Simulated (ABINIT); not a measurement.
# Quasiparticle gap of CsGeCl3 (R3m) in ABINIT, part 3 of 3

Wanted: ground state, empty states, screening and self-energy for CsGeCl3 (R3m).

ABINIT 10.8.3; LDA and many-body steps on it, plane waves. Known limits of the many-body steps: not at the basis limit; no spin-orbit coupling; coarse k mesh.

So far. Step 4 (Empty states on the mesh, 2×2×2 mesh, 246 bands): On this mesh the gap is 1.977 eV. Step 5 (Screening, 2×2×2 mesh, 224 bands, screening to 130.6 eV): Local fields lower ε∞ by 18 %. On a Γ-centred mesh this coarse the value itself is usually too large, while a short band sum pulls it down.

### 6. Self-energy, 2×2×2 mesh, 224 bands, screening to 130.6 eV

The self-energy is evaluated for the states that the input lists, and the levels follow from it, in one-shot runs by the linearised quasiparticle equation.

This step: G0W0 on LDA, plane waves, norm-conserving pseudopotentials.

The input, run.abi:

```
acell 3*1.0 Angstrom
rprim 
  3.846816390705 2.220960478697 3.178300533600
  -3.846816390705 2.220960478697 3.178300533600
  -0.000000000000 -4.441920957394 3.178300533600
ntypat 3
znucl 55 32 17
natom 5
typat 1 2 3 3 3
xred 
  0.998403350000 0.998403350000 0.998403350000
  0.515533150000 0.515533150000 0.515533150000
  0.496712670000 0.496712670000 0.948638170000
  0.496712670000 0.948638170000 0.496712670000
  0.948638170000 0.496712670000 0.496712670000
pp_dirpath "pseudos"
pseudos "Cs.upf, Ge.upf, Cl.upf"
ecut 56
ngkpt 2 2 2
nshiftk 1
shiftk 0 0 0
kptopt 1
chksymbreak 0
istwfk *1
occopt 1
irdwfk 1
optdriver 4
nband 224
gwcalctyp 0
ecutsigx 56
symsigma 1
nkptgw 2
kptgw 
  0.5000000000 0.5000000000 0.5000000000
  0.0000000000 0.0000000000 0.0000000000
bdgw 
  25 28
  24 29
ecuteps 4.8
irdscr 1
ppmodel 1
indata_prefix "in"
outdata_prefix "out"
tmpdata_prefix "tmp"
```

Run with:

```console
$ OMP_NUM_THREADS=1 mpirun -n 4 abinit run.abi > log
```

Numbers of over 12 decimals in the logs are rounded to 6 here.

Log:

```text
.Version 10.8.3 of ABINIT. v10.8.2 released Aug 2026.

 Symmetries : space group R3 m (#160); Bravais hR (rhombohedral)
[... echo of the input left out ...]
== DATASET  1 ==================================================================
-   mpi_nproc: 4, omp_nthreads: 1 (-1 if OMP is not activated)

--- !DatasetInfo
iteration_state: {dtset: 1, }
dimensions: {natom: 5, nkpt: 4, mband: 224, nsppol: 1, nspinor: 1, nspden: 1, mpw: 22041, }
cutoff_energies: {ecut:  56.0, pawecutdg:  -1.0, }
electrons: {nelect:   5.20000000E+01, charge:   0.00000000E+00, occopt:   1.00000000E+00, tsmear:   1.00000000E-02, }

 SIGMA: Calculation of the GW corrections

 Based on a program developped by R.W. Godby, V. Olevano, G. Onida, and L. Reining.
 Incorporated in ABINIT by V. Olevano, G.-M. Rignanese, and M. Torrent.
.Using double precision arithmetic ; gwpc =  8

[... cell and pseudopotentials left out ...]
--------------------------------------------------------------------------------

 ==== K-mesh for the wavefunctions ====
 Number of points in the irreducible wedge :     4
[... list of points left out ...]
 Together with  6 symmetry operations and time-reversal symmetry
 yields     8 points in the full Brillouin Zone.

 ==== Q-mesh for screening function ====
 Number of points in the irreducible wedge :     4
[... list of points left out ...]
 Together with  6 symmetry operations and time-reversal symmetry
 yields     8 points in the full Brillouin Zone.

 vcoul_init : cutoff-mode = AUXILIARY_FUNCTION
 q-points for optical limit:   1
     1)      0.000010    0.000020    0.000030
 setmesh: FFT mesh size selected  =    72x   72x   72
          total number of points  =       373248

 Number of electrons calculated from density =   52.0000; Expected =   52.0000
 average of density, n =  0.047295
 r_s =    1.7154
 omega_plasma =   20.9780 [eV]

 === KS Band Gaps ===
  >>>> For spin  1
   Minimum direct gap =   1.9771 [eV], located at k-point      :   0.5000  0.5000  0.5000
   Fundamental gap    =   1.9771 [eV], Top of valence bands at :   0.5000  0.5000  0.5000
                                       Bottom of conduction at :   0.5000  0.5000  0.5000
 SIGMA fundamental parameters:
 PLASMON POLE MODEL  1
 number of plane-waves for SigmaX                22041
 number of plane-waves for SigmaC and W            527
 number of plane-waves for wavefunctions         22041
 number of bands                                   224
 number of independent spin polarizations            1
 number of spinorial components                      1
 number of k-points in IBZ                           4
 number of q-points in IBZ                           4
 number of symmetry operations                       6
 number of k-points in BZ                            8
 number of q-points in BZ                            8
 number of frequencies for dSigma/dE                 9
 frequency step for dSigma/dE [eV]                0.25
 number of omega for Sigma on real axis              0
 max omega for Sigma on real axis  [eV]           0.00
 zcut for avoiding poles [eV]                     0.10

 EPSILON^-1 parameters (SCR file):
 dimension of the eps^-1 matrix on file            527
 dimension of the eps^-1 matrix used               527
 number of plane-waves for wavefunctions         22041
 number of bands                                   224
 number of q-points in IBZ                           4
 number of frequencies                               2
 number of real frequencies                          1
 number of imag frequencies                          1

 matrix elements of self-energy operator (all in [eV])

 Perturbative Calculation

--- !SelfEnergy_ee
iteration_state: {dtset: 1, }
kpoint     : [   0.500,    0.500,    0.500, ]
spin       : 1
KS_gap     :    1.977
QP_gap     :    3.635
Delta_QP_KS:    1.658
data: !SigmaeeData |
     Band     E0 <VxcDFT>   SigX SigC(E0)      Z dSigC/dE  Sig(E)    E-E0       E
       25  -0.190 -14.219 -18.514   2.885   0.771  -0.297 -15.307  -1.088  -1.278
       26   1.959 -14.764 -16.833   1.401   0.787  -0.271 -15.289  -0.525   1.433
       27   3.936 -11.282  -6.604  -3.276   0.808  -0.238 -10.150   1.132   5.068
       28   3.936 -11.282  -6.604  -3.276   0.808  -0.238 -10.150   1.132   5.068

--- !SelfEnergy_ee
iteration_state: {dtset: 1, }
kpoint     : [   0.000,    0.000,    0.000, ]
spin       : 1
KS_gap     :    5.520
QP_gap     :    7.279
Delta_QP_KS:    1.759
data: !SigmaeeData |
     Band     E0 <VxcDFT>   SigX SigC(E0)      Z dSigC/dE  Sig(E)    E-E0       E
       24  -0.526 -14.055 -18.275   2.846   0.772  -0.296 -15.116  -1.061  -1.587
       25  -0.526 -14.055 -18.275   2.846   0.772  -0.296 -15.116  -1.061  -1.587
       26  -0.340 -13.977 -17.781   2.560   0.774  -0.292 -14.940  -0.963  -1.303
       27   5.180  -7.348  -3.022  -3.377   0.839  -0.192  -6.552   0.796   5.976
       28   6.059  -7.267  -2.987  -3.277   0.840  -0.190  -6.424   0.843   6.902
       29   6.059  -7.267  -2.987  -3.277   0.840  -0.190  -6.424   0.843   6.902

== END DATASET(S) ==============================================================
================================================================================

 -outvars: echo values of variables after computation  --------
           etotal      0.0000000000E+00
            nband         224
             nkpt           4
          spgroup         160
 [... the other variables as echoed above ...]

 Calculation completed.
```

Run time: 25 s. Hardware: 4 MPI ranks of Intel Xeon 6975P-C (Granite Rapids), shared host; peak memory 2.4 GiB; 1.7 min of CPU time.

Numbers from this step:

* G0W0 gap on the points computed: 3.635 eV
* starting gap on the mesh: 1.977 eV
* k of the valence top: 0.5, 0.5, 0.5
* k of the conduction bottom: 0.5, 0.5, 0.5
* Z at the valence top: 0.787
* Z at the conduction bottom: 0.808
* least direct G0W0 gap on the computed points: 3.635 eV

The gap on the mesh goes from 1.98 eV to 3.63 eV, a correction of +1.66 eV.

Limits: finite bands, cutoff and mesh; no spin-orbit coupling; coarse k mesh. v1 is the top filled band, c1 the lowest empty one. The levels before and after the correction (eV, zero at the valence-band top of each column):

|  | conduction bottom | valence top |
| --- | --- | --- |
| Kohn-Sham | 1.98 | 0.00 |
| G0W0 | 3.63 | 0.00 |

|  | level | energy (eV) |
| --- | --- | --- |
| Kohn-Sham | (0.5 0.5 0.5) v2 | -2.149 |
| Kohn-Sham | (0.5 0.5 0.5) v1 | 0.000 |
| Kohn-Sham | (0.5 0.5 0.5) c1-c2 | 1.977 |
| G0W0 | (0.5 0.5 0.5) v2 | -2.711 |
| G0W0 | (0.5 0.5 0.5) v1 | 0.000 |
| G0W0 | (0.5 0.5 0.5) c1-c2 | 3.635 |

### 7. Where the time went

Times are wall times on 4 MPI ranks of Intel Xeon 6975P-C (Granite Rapids), shared host, good to a factor of about two.

| step | time | share | memory (GiB) |
| --- | --- | --- | --- |
| ground state | 2 min | 18 % | 0.79 |
| bands along the symmetry lines | 2 min | 18 % | 0.81 |
| empty states on the mesh | 4.2 min | 39 % | 0.85 |
| screening | 2.2 min | 20 % | 3.3 |
| self-energy | 25 s | 4 % | 2.4 |

### 8. Outcome

| Quantity | Value |
| --- | --- |
| LDA gap | 1.98 eV, indirect (only 2 meV under the direct gap) |
| G0W0 gap on the mesh | 3.63 eV |
| GW settings | 2×2×2 mesh, 224 bands, screening to 130.6 eV, Godby-Needs plasmon pole |
| known limits | not at the basis limit; no spin-orbit coupling; coarse k mesh |

**Reading.** G0W0 moves the gap on the mesh from 1.98 eV to 3.63 eV (+1.66 eV), with Z of 0.79 and 0.81 at the edges. Local fields lower the RPA ε∞ on this mesh from 7.23 to 5.97; a Γ-centred mesh this coarse tends to raise both, most where the direct gap is narrow, while a short band sum lowers them. Only 2 of the mesh's irreducible points were corrected, so a valley elsewhere could overtake. The dearest step here is «empty states on the mesh». Bands and cutoff are finite, so the gap is not at the basis limit. The miss can reach some tenths of an eV and take either sign; the mesh is an error of its own. In the G0W0 run levels were corrected at 2 k points alone, so a gap called «on the mesh» is the least over those, and an edge elsewhere would be missed. The 2×2×2 mesh is coarse for this cell, which bears on the long-range parts of exchange and screening. The many-body steps are scalar-relativistic: spin-orbit coupling is not in them.

[Paths, hosts, dates, memory and timing lines, banners, echoed tables and standing remarks are left out of the program output.]

[Logs are printed without paths, hosts, clocks, repeated set-up lines and the standing remarks that a program may print on its own settings, such as how far it seeks lower states.]

[Runs of the session that timed out or met a known fault of the program may be left out.]

[Hosts, paths, dates, database ids (printed as entryN), source tags and the programs' standing remarks are cut or masked in the printed files.]

[G0W0 gaps are taken among the corrected bands and points alone; a level outside them can change the order at an edge.]

[Where Ansatz stands beside ABINIT at settings called matched, ABINIT's density can come from a denser mesh and the files from another edition; pairs whose starting gaps differed by over 0.03 eV were left out, so agreement reads better than it is.]
